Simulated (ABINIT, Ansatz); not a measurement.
# Tc (P6_3/mmc): phonons by linear response, part 2 of 4

How does Tc (P6_3/mmc) vibrate, and is this structure a minimum?

ABINIT 10.8.3; DFT LDA, scalar-relativistic, plane waves, PseudoDojo norm-conserving pseudopotentials.

So far. Step 3 (Relaxing the cell and atoms): The volume changes by -3.5 % in this run and stands -3.5 % from the first cell. Step 4 (Ground state): The cell stands at -0.66 GPa: the relaxation ran with a smoothed and higher cutoff, and the difference is a stress of the finite basis. The relaxed cell has a = 2.712, c = 4.329 Å (conventional setting).

### 5. Zone-centre response

At q = 0 one unit cell holds all displacements. The response is solved for single atoms along the cell's directions, and symmetry skips those that follow from others. The crystal is treated as a metal, which screens a static field, so no field response is asked.

Input file dfpt_gamma.abi:

```

# common to the responses
getwfk_filepath "gso_WFK"
kptopt 2
nqpt 1
qpt 0.0 0.0 0.0
asr 0
chneut 0

# displacements
rfphon 1
rfatpol 1 2
rfdir 1 1 1
tolvrs 1.0d-10
prtwf 0
prtpot 1

# basis, mesh and filling
ecut 38.0
ngkpt 12 12 6
nshiftk 1
shiftk 0.0 0.0 0.0
istwfk *1
occopt 7
tsmear 0.01
nband 23
nstep 100
diemac 1000000.0
prtebands 0
prtgsr 0

# cell and atoms
acell 5.125703285 5.125703285 8.179959573
rprim 
    1.0 0.0 0.0
    -0.5 0.8660254038 0.0
    0.0 0.0 1.0
ntypat 1
znucl 43
natom 2
typat 1 1
xred 
    1/3 2/3 0.25
    2/3 1/3 0.75
pp_dirpath "./pseudo"
pseudos "Tc.upf"
```

The run is started by

```console
> OMP_NUM_THREADS=1 mpirun -n 16 abinit dfpt_gamma.abi > dfpt_gamma.log
```

Numbers of over 12 decimals in the logs are rounded to 6 here.

dfpt_gamma.abo, the main output file:

```text
[banners, grids, parts of the stress and lines that vanish by symmetry left out]
- input  file    -> dfpt_gamma.abi
- output file    -> dfpt_gamma.abo
- root for input  files -> dfpt_gammai
- root for output files -> dfpt_gammao

 Symmetries : space group P6_3/m m c (#194); Bravais hP (primitive hexag.)
================================================================================
 Values of the parameters that define the memory need of the present run (RF).
     intxc =       0      iscf =       7    lmnmax =       6     lnmax =       6
     mgfft =      48  mpssoang =       3    mqgrid =    3001     natom =       2
  nloc_mem =       1    nspden =       1   nspinor =       1    nsppol =       1
      nsym =      24    n1xccc =    2501    ntypat =       1    occopt =       7
   xclevel =       1
-    mband =          23        mffmem =           1         mkmem =          28
-   mkqmem =          28        mk1mem =          28           mpw =        2100
      nfft =       43200          nkpt =         436
- my_mband =          23
================================================================================
================================================================================

--------------------------------------------------------------------------------
------------- Echo of variables that govern the present computation ------------
--------------------------------------------------------------------------------
-
- outvars: echo of selected default values
-   iomode0 =  0 , fftalg0 =312 , wfoptalg0 =  0
-
- outvars: echo of global parameters not present in the input file
-  max_nthreads =    1
-
 -outvars: echo values of preprocessed input variables
 [... echo left out ...]
================================================================================

 chkinp: Checking input parameters for consistency.

[...]
== DATASET  1 ==================================================================
-   mpi_nproc: 16, omp_nthreads: 1 (-1 if OMP is not activated)

--- !DatasetInfo
iteration_state: {dtset: 1, }
dimensions: {natom: 2, nkpt: 436, mband: 23, nsppol: 1, nspinor: 1, nspden: 1, mpw: 2100, }
cutoff_energies: {ecut:  38.0, pawecutdg:  -1.0, }
electrons: {nelect:   3.00000000E+01, charge:   0.00000000E+00, occopt:   7.00000000E+00, tsmear:   1.00000000E-02, }
meta: {optdriver: 1, rfphon: 1, }
...

 mkfilename: getwfk from: gso_WFK

 Real(R)+Recip(G) space primitive vectors, cartesian coordinates (Bohr,Bohr^-1):
 R(1)=  5.1257033  0.0000000  0.0000000  G(1)=  0.1950952  0.1126383  0.0000000
 R(2)= -2.5628516  4.4389893  0.0000000  G(2)=  0.0000000  0.2252765  0.0000000
 R(3)=  0.0000000  0.0000000  8.1799596  G(3)=  0.0000000  0.0000000  0.1222500
 Unit cell volume ucvol=  1.8611814E+02 bohr^3
 Angles (23,13,12)=  9.00000000E+01  9.00000000E+01  1.20000000E+02 degrees
 setup1 : take into account q-point for computing boxcut.

 getcut: wavevector=  0.0000  0.0000  0.0000  ngfft=  30  30  48
         ecut(hartree)=     38.000   => boxcut(ratio)=   2.11073

--- Pseudopotential description ------------------------------------------------
- pspini: atom type   1  psp file is ./pseudo/Tc.upf

   9.43830359E+02                                ecore*ucvol(ha*bohr**3)
--------------------------------------------------------------------------------

 ==>  initialize data related to q vector <==

 The list of irreducible perturbations for this q vector is:
    1)    idir= 1    ipert=   1
    2)    idir= 3    ipert=   1

[...]
The perturbation idir=   2  ipert=   1 is
 symmetric of a previously calculated perturbation.
 So, its SCF calculation is not needed.

 The perturbation idir=   1  ipert=   2 is
 symmetric of a previously calculated perturbation.
 So, its SCF calculation is not needed.

 The perturbation idir=   2  ipert=   2 is
 symmetric of a previously calculated perturbation.
 So, its SCF calculation is not needed.

 The perturbation idir=   3  ipert=   2 is
 symmetric of a previously calculated perturbation.
 So, its SCF calculation is not needed.

--------------------------------------------------------------------------------
 Perturbation wavevector (in red.coord.)   0.000000  0.000000  0.000000
 Perturbation : displacement of atom   1   along direction   1
 Found     2 symmetries that leave the perturbation invariant.

[...]
dfpt_looppert : total number of electrons, from k and k+q
  fully or partially occupied states are    3.000000E+01 and    3.000000E+01.
 Initialisation of the first-order wave-functions :
  ireadwf=   0

--- !BeginCycle
iteration_state: {dtset: 1, }
solver: {iscf: 7, nstep: 100, nline: 4, wfoptalg: 0, }
tolerances: {tolvrs: 1.00E-10, }
...

     iter   2DEtotal(Ha)        deltaE(Ha) residm    vres2
-ETOT  1   1.669766     -2.307E+03 6.219E+00 1.850E+02
 ETOT  2   1.005402     -6.644E-01 1.615E-01 7.518E+00
 ETOT  3  0.999611     -5.790E-03 6.950E-03 3.820E-01
 ETOT  4  0.999371     -2.407E-04 2.527E-03 4.683E-03
 ETOT  5  0.999385      1.429E-05 8.661E-04 6.696E-02
[...]
At SCF step   10       vres2   =  9.39E-13 < tolvrs=  1.00E-10 =>converged.
[...]
Mean square residual over all n,k,spin=   75.489E-10; max=  34.814E-06

 Thirteen components of 2nd-order total energy (hartree) are
 1,2,3: 0th-order hamiltonian combined with 1st-order wavefunctions
     kin0=   2.13213728E+03 eigvalue=   7.32212809E+00  local=  -1.62145257E+03
 4,5,6: 1st-order hamiltonian combined with 1st and 0th-order wfs
 loc psp =  -2.28811112E+03  Hartree=   5.76883309E+02     xc=  -1.19381881E+02
 note that "loc psp" includes a xc core correction that could be resolved
 7,8,9: eventually, occupation + non-local contributions
    edocc=   2.20990432E+02     enl0=   1.11139598E+03   enl1=  -2.32767825E+03
 1-9 gives the relaxation energy (to be shifted if some occ is /=2.0)
   erelax=  -2.30789468E+03
 10,11,12 Non-relaxation  contributions : frozen-wavefunctions and Ewald
 fr.local=   1.14773265E+03 fr.nonlo=   1.16232410E+03  Ewald=   2.02908970E+01
 13,14 Frozen wf xc core corrections (1) and (2)
 frxc 1  =  -1.54060007E+02  frxc 2 =   1.32606414E+02
 Resulting in :
 2DEtotal=    0.9993692316E+00 Ha. Also 2DEtotal=    0.271942221644E+02 eV
    (2DErelax=   -2.3078946822E+03 Ha. 2DEnonrelax=    2.3088940514E+03 Ha)
    (  non-var. 2DEtotal :    9.9936918608E-01 Ha)

[...]
Perturbation wavevector (in red.coord.)   0.000000  0.000000  0.000000
 Perturbation : displacement of atom   1   along direction   3
 Found     6 symmetries that leave the perturbation invariant.

--------------------------------------------------------------------------------

--------------------------------------------------------------------------------

 dfpt_looppert : total number of electrons, from k and k+q
  fully or partially occupied states are    3.000000E+01 and    3.000000E+01.
 Initialisation of the first-order wave-functions :
  ireadwf=   0

--- !BeginCycle
iteration_state: {dtset: 1, }
solver: {iscf: 7, nstep: 100, nline: 4, wfoptalg: 0, }
tolerances: {tolvrs: 1.00E-10, }
...

     iter   2DEtotal(Ha)        deltaE(Ha) residm    vres2
-ETOT  1   17.528408956793     -6.696E+03 1.503E+01 8.646E+04
[...]
ETOT  9   1.968361      2.638E-11 2.781E-04 3.229E-09
 ETOT 10   1.968361     -9.913E-11 1.757E-04 9.063E-11

 At SCF step   10       vres2   =  9.06E-11 < tolvrs=  1.00E-10 =>converged.
[...]
Mean square residual over all n,k,spin=   12.213E-08; max=  17.566E-05

 Thirteen components of 2nd-order total energy (hartree) are
 1,2,3: 0th-order hamiltonian combined with 1st-order wavefunctions
     kin0=   5.52406083E+03 eigvalue=  -1.53966581E+01  local=  -4.17474055E+03
 4,5,6: 1st-order hamiltonian combined with 1st and 0th-order wfs
 loc psp =  -7.46695494E+03  Hartree=   2.28237126E+03     xc=  -3.20583957E+02
 note that "loc psp" includes a xc core correction that could be resolved
 7,8,9: eventually, occupation + non-local contributions
    edocc=   5.76611157E+02     enl0=   2.83947095E+03   enl1=  -5.95663111E+03
 1-9 gives the relaxation energy (to be shifted if some occ is /=2.0)
   erelax=  -6.71179302E+03
 10,11,12 Non-relaxation  contributions : frozen-wavefunctions and Ewald
 fr.local=   2.89383675E+03 fr.nonlo=   2.96146607E+03  Ewald=   9.13142880E+02
 13,14 Frozen wf xc core corrections (1) and (2)
 frxc 1  =  -3.92349345E+02  frxc 2 =   3.37665028E+02
 Resulting in :
 2DEtotal=    0.1968360912E+01 Ha. Also 2DEtotal=    0.535618290560E+02 eV
    (2DErelax=   -6.7117930236E+03 Ha. 2DEnonrelax=    6.7137613846E+03 Ha)
    (  non-var. 2DEtotal :    1.9683611328E+00 Ha)

[...]
---- first-order wavefunction calculations are completed ----

 ==> Compute Derivative Database <==

 [... matrices left out ...]
  Phonon wavevector (reduced coordinates) :  0.00000  0.00000  0.00000
 Phonon energies in Hartree :
  -1.795154E-05  4.783159E-06  4.783159E-06  5.715296E-04  6.495701E-04
   6.495701E-04
 Phonon frequencies in cm-1    :
- -3.939907E+00  1.049782E+00  1.049782E+00  1.254363E+02  1.425642E+02
-  1.425642E+02

== END DATASET(S) ==============================================================
================================================================================

 -outvars: echo values of variables after computation
            acell      5.1257032850E+00  5.1257032850E+00  8.1799595730E+00 Bohr
           etotal      1.9683609123E+00
            fcart      0.0000000000E+00  0.0000000000E+00  0.0000000000E+00
           strten      0.0000000000E+00  0.0000000000E+00  0.0000000000E+00
================================================================================
```

The job ended after 73 s (16 MPI ranks of Arm Neoverse N1, shared host).

Numbers from this step:

```
largest acoustic frequency at the zone centre before the sum rule : -3.94 cm⁻¹
highest optical zone-centre mode (no LO-TO term)                  : 142.6 cm⁻¹
lowest optical zone-centre mode                                   : 125.4 cm⁻¹
```

The acoustic modes at Γ come out as far as 3.9 cm⁻¹ from zero, where they should vanish, a small numerical error.

### 6. Linear response on the mesh

Linear response treats each wavevector of the 3×3×2 mesh in the unit cell; the first-order potentials are kept for the electron-phonon matrix elements.

Input file dfpt_q.abi:

```
ndtset 5

# wavevectors
qpt1 0.3333333333 0.0 0.0
qpt2 0.3333333333 0.3333333333 0.0
qpt3 0.0 0.0 0.5
qpt4 0.3333333333 0.0 0.5
qpt5 0.3333333333 0.3333333333 0.5

# displacements
getwfk_filepath "gso_WFK"
getwfq_filepath "gso_WFK"
kptopt 3
nqpt 1
rfphon 1
rfatpol 1 2
rfdir 1 1 1
tolvrs 1.0d-10
prtwf 0
prtpot 1

# basis, mesh and filling
ecut 38.0
ngkpt 12 12 6
nshiftk 1
shiftk 0.0 0.0 0.0
istwfk *1
occopt 7
tsmear 0.01
nband 23
nstep 100
diemac 1000000.0
prtebands 0
prtgsr 0

# cell and atoms
acell 5.125703285 5.125703285 8.179959573
rprim 
    1.0 0.0 0.0
    -0.5 0.8660254038 0.0
    0.0 0.0 1.0
ntypat 1
znucl 43
natom 2
typat 1 1
xred 
    1/3 2/3 0.25
    2/3 1/3 0.75
pp_dirpath "./pseudo"
pseudos "Tc.upf"
```

The run is started by

```console
> OMP_NUM_THREADS=1 mpirun -n 16 abinit dfpt_q.abi > dfpt_q.log
```

dfpt_q.abo, the main output file:

```text
[banners, grids, parts of the stress and lines that vanish by symmetry left out]
- input  file    -> dfpt_q.abi
- output file    -> dfpt_q.abo
- root for input  files -> dfpt_qi
[...]
DATASET    1 : space group P6_3/m m c (#194); Bravais hP (primitive hexag.)
[...]
nfft =       43200          nkpt =         864
[...]
DATASET    2 : space group P6_3/m m c (#194); Bravais hP (primitive hexag.)
[...]
nfft =       43200          nkpt =         864
[...]
DATASET    3 : space group P6_3/m m c (#194); Bravais hP (primitive hexag.)
[...]
nfft =       43200          nkpt =         864
[...]
DATASET    4 : space group P6_3/m m c (#194); Bravais hP (primitive hexag.)
[...]
nfft =       43200          nkpt =         864
[...]
DATASET    5 : space group P6_3/m m c (#194); Bravais hP (primitive hexag.)
[...]
nfft =       43200          nkpt =         864
[...]
== DATASET  1 ==================================================================
[...]
cutoff_energies: {ecut:  38.0, pawecutdg:  -1.0, }
[...]
Perturbation : displacement of atom   1   along direction   1
[...]
-ETOT  1   25.716166654794     -2.664E+03 6.173E+00 2.578E+05
 ETOT  2   293.29123384641      2.676E+02 6.767E+00 3.159E+06
 ETOT  3   8.029336     -2.853E+02 9.680E+00 4.045E+04
 ETOT  4   4.079986     -3.949E+00 1.486E+01 7.140E+02
 ETOT  5   3.909159     -1.708E-01 2.093E+00 5.423E+01
[...]
At SCF step   16       vres2   =  3.62E-11 < tolvrs=  1.00E-10 =>converged.
[...]
Perturbation : displacement of atom   1   along direction   2
[...]
-ETOT  1   2.644871     -2.353E+03 6.285E+00 3.429E+02
[...]
At SCF step   12       vres2   =  3.45E-12 < tolvrs=  1.00E-10 =>converged.
[...]
Perturbation : displacement of atom   1   along direction   3
[...]
-ETOT  1   12.194658347048     -6.346E+03 1.548E+01 2.001E+04
[...]
At SCF step   14       vres2   =  1.92E-11 < tolvrs=  1.00E-10 =>converged.
[...]
Phonon wavevector (reduced coordinates) :  0.33333  0.00000  0.00000
 Phonon energies in Hartree :
[...]
Phonon frequencies in cm-1    :
-  1.186883E+02  1.259704E+02  1.514846E+02  1.897416E+02  2.094342E+02
-  2.212729E+02
[...]
== DATASET  2 ==================================================================
[...]
cutoff_energies: {ecut:  38.0, pawecutdg:  -1.0, }
[...]
Perturbation : displacement of atom   1   along direction   1
[...]
-ETOT  1   9.024073     -2.598E+03 6.381E+00 1.989E+04
[...]
At SCF step   13       vres2   =  8.77E-11 < tolvrs=  1.00E-10 =>converged.
[...]
Perturbation : displacement of atom   1   along direction   3
[...]
-ETOT  1   11.812594569422     -6.199E+03 1.443E+01 3.599E+03
[...]
Phonon wavevector (reduced coordinates) :  0.33333  0.33333  0.00000
 Phonon energies in Hartree :
[...]
Phonon frequencies in cm-1    :
-  1.752461E+02  1.913190E+02  1.913190E+02  1.977186E+02  2.317547E+02
-  2.317547E+02
[...]
== DATASET  3 ==================================================================
[...]
cutoff_energies: {ecut:  38.0, pawecutdg:  -1.0, }
[...]
Perturbation : displacement of atom   1   along direction   1
[...]
-ETOT  1   1.724932     -2.307E+03 6.187E+00 1.656E+02
[...]
Perturbation : displacement of atom   1   along direction   3
[...]
-ETOT  1   242.42425191248     -7.489E+03 1.550E+01 4.411E+06
[...]
Phonon wavevector (reduced coordinates) :  0.00000  0.00000  0.50000
 Phonon energies in Hartree :
[...]
Phonon frequencies in cm-1    :
-  1.039358E+02  1.039358E+02  1.039358E+02  1.039358E+02  2.159754E+02
-  2.159754E+02
[...]
== DATASET  4 ==================================================================
[...]
cutoff_energies: {ecut:  38.0, pawecutdg:  -1.0, }
[...]
Perturbation : displacement of atom   1   along direction   1
[...]
-ETOT  1   18.244645072840     -2.620E+03 6.322E+00 1.081E+05
[...]
Perturbation : displacement of atom   1   along direction   2
[...]
-ETOT  1   2.902951     -2.352E+03 6.173E+00 2.156E+02
[...]
Perturbation : displacement of atom   1   along direction   3
[...]
-ETOT  1   48.539549135989     -6.484E+03 1.456E+01 3.013E+05
[...]
Phonon wavevector (reduced coordinates) :  0.33333  0.00000  0.50000
 Phonon energies in Hartree :
[...]
Phonon frequencies in cm-1    :
-  1.495616E+02  1.495616E+02  1.497616E+02  1.497712E+02  2.254578E+02
-  2.254641E+02
[...]
== DATASET  5 ==================================================================
[...]
cutoff_energies: {ecut:  38.0, pawecutdg:  -1.0, }
[...]
Perturbation : displacement of atom   1   along direction   1
[...]
-ETOT  1   7.000893     -2.590E+03 7.859E+00 9.672E+03
[...]
At SCF step   11       vres2   =  1.41E-11 < tolvrs=  1.00E-10 =>converged.
[...]
Perturbation : displacement of atom   1   along direction   3
[...]
-ETOT  1   7.721874     -6.254E+03 1.487E+01 1.718E+04
[...]
ETOT 10   2.640261     -3.013E-09 1.032E+01 5.428E-10
 ETOT 11   2.640261     -7.458E-11 3.616E+01 2.725E-11
 At SCF step   11       vres2   =  2.73E-11 < tolvrs=  1.00E-10 =>converged.
[...]
Phonon wavevector (reduced coordinates) :  0.33333  0.33333  0.50000
 Phonon energies in Hartree :
[...]
Phonon frequencies in cm-1    :
-  7.935507E+01  7.935507E+01  1.995502E+02  1.995502E+02  2.304687E+02
-  2.304687E+02
[...]
strten3     0.0000000000E+00  0.0000000000E+00  0.0000000000E+00
           
================================================================================
```

Run time: 27 min. Hardware: 16 MPI ranks; 7.1 h of CPU time.

This step gave:

* lowest mode on the q mesh (acoustic ones at the zone centre apart): 79.36 cm⁻¹

Frequencies (cm⁻¹) before the sum rule at the irreducible wavevectors but Γ, which is solved apart; negative means imaginary. Frequencies by wavevector:

```
    q (fractions)  star  mode 1  mode 2  mode 3  mode 4  mode 5  mode 6
       0.3333 0 0     6   118.7     126   151.5   189.7   209.4   221.3
  0.3333 0.3333 0     2   175.2   191.3   191.3   197.7   231.8   231.8
          0 0 0.5     1   103.9   103.9   103.9   103.9     216     216
     0.3333 0 0.5     6   149.6   149.6   149.8   149.8   225.5   225.5
0.3333 0.3333 0.5     2   79.36   79.36   199.6   199.6   230.5   230.5
```

(Continued in part 3 of 4.)

[Host names and launcher messages were left out of these logs when they were recorded.]

[Logs are printed without paths, hosts, clocks, repeated set-up lines and the standing remarks that a program may print on its own settings, such as how far it seeks lower states.]

[Hosts, paths, dates, database ids (printed as entryN), source tags and the programs' standing remarks are cut or masked in the printed files.]
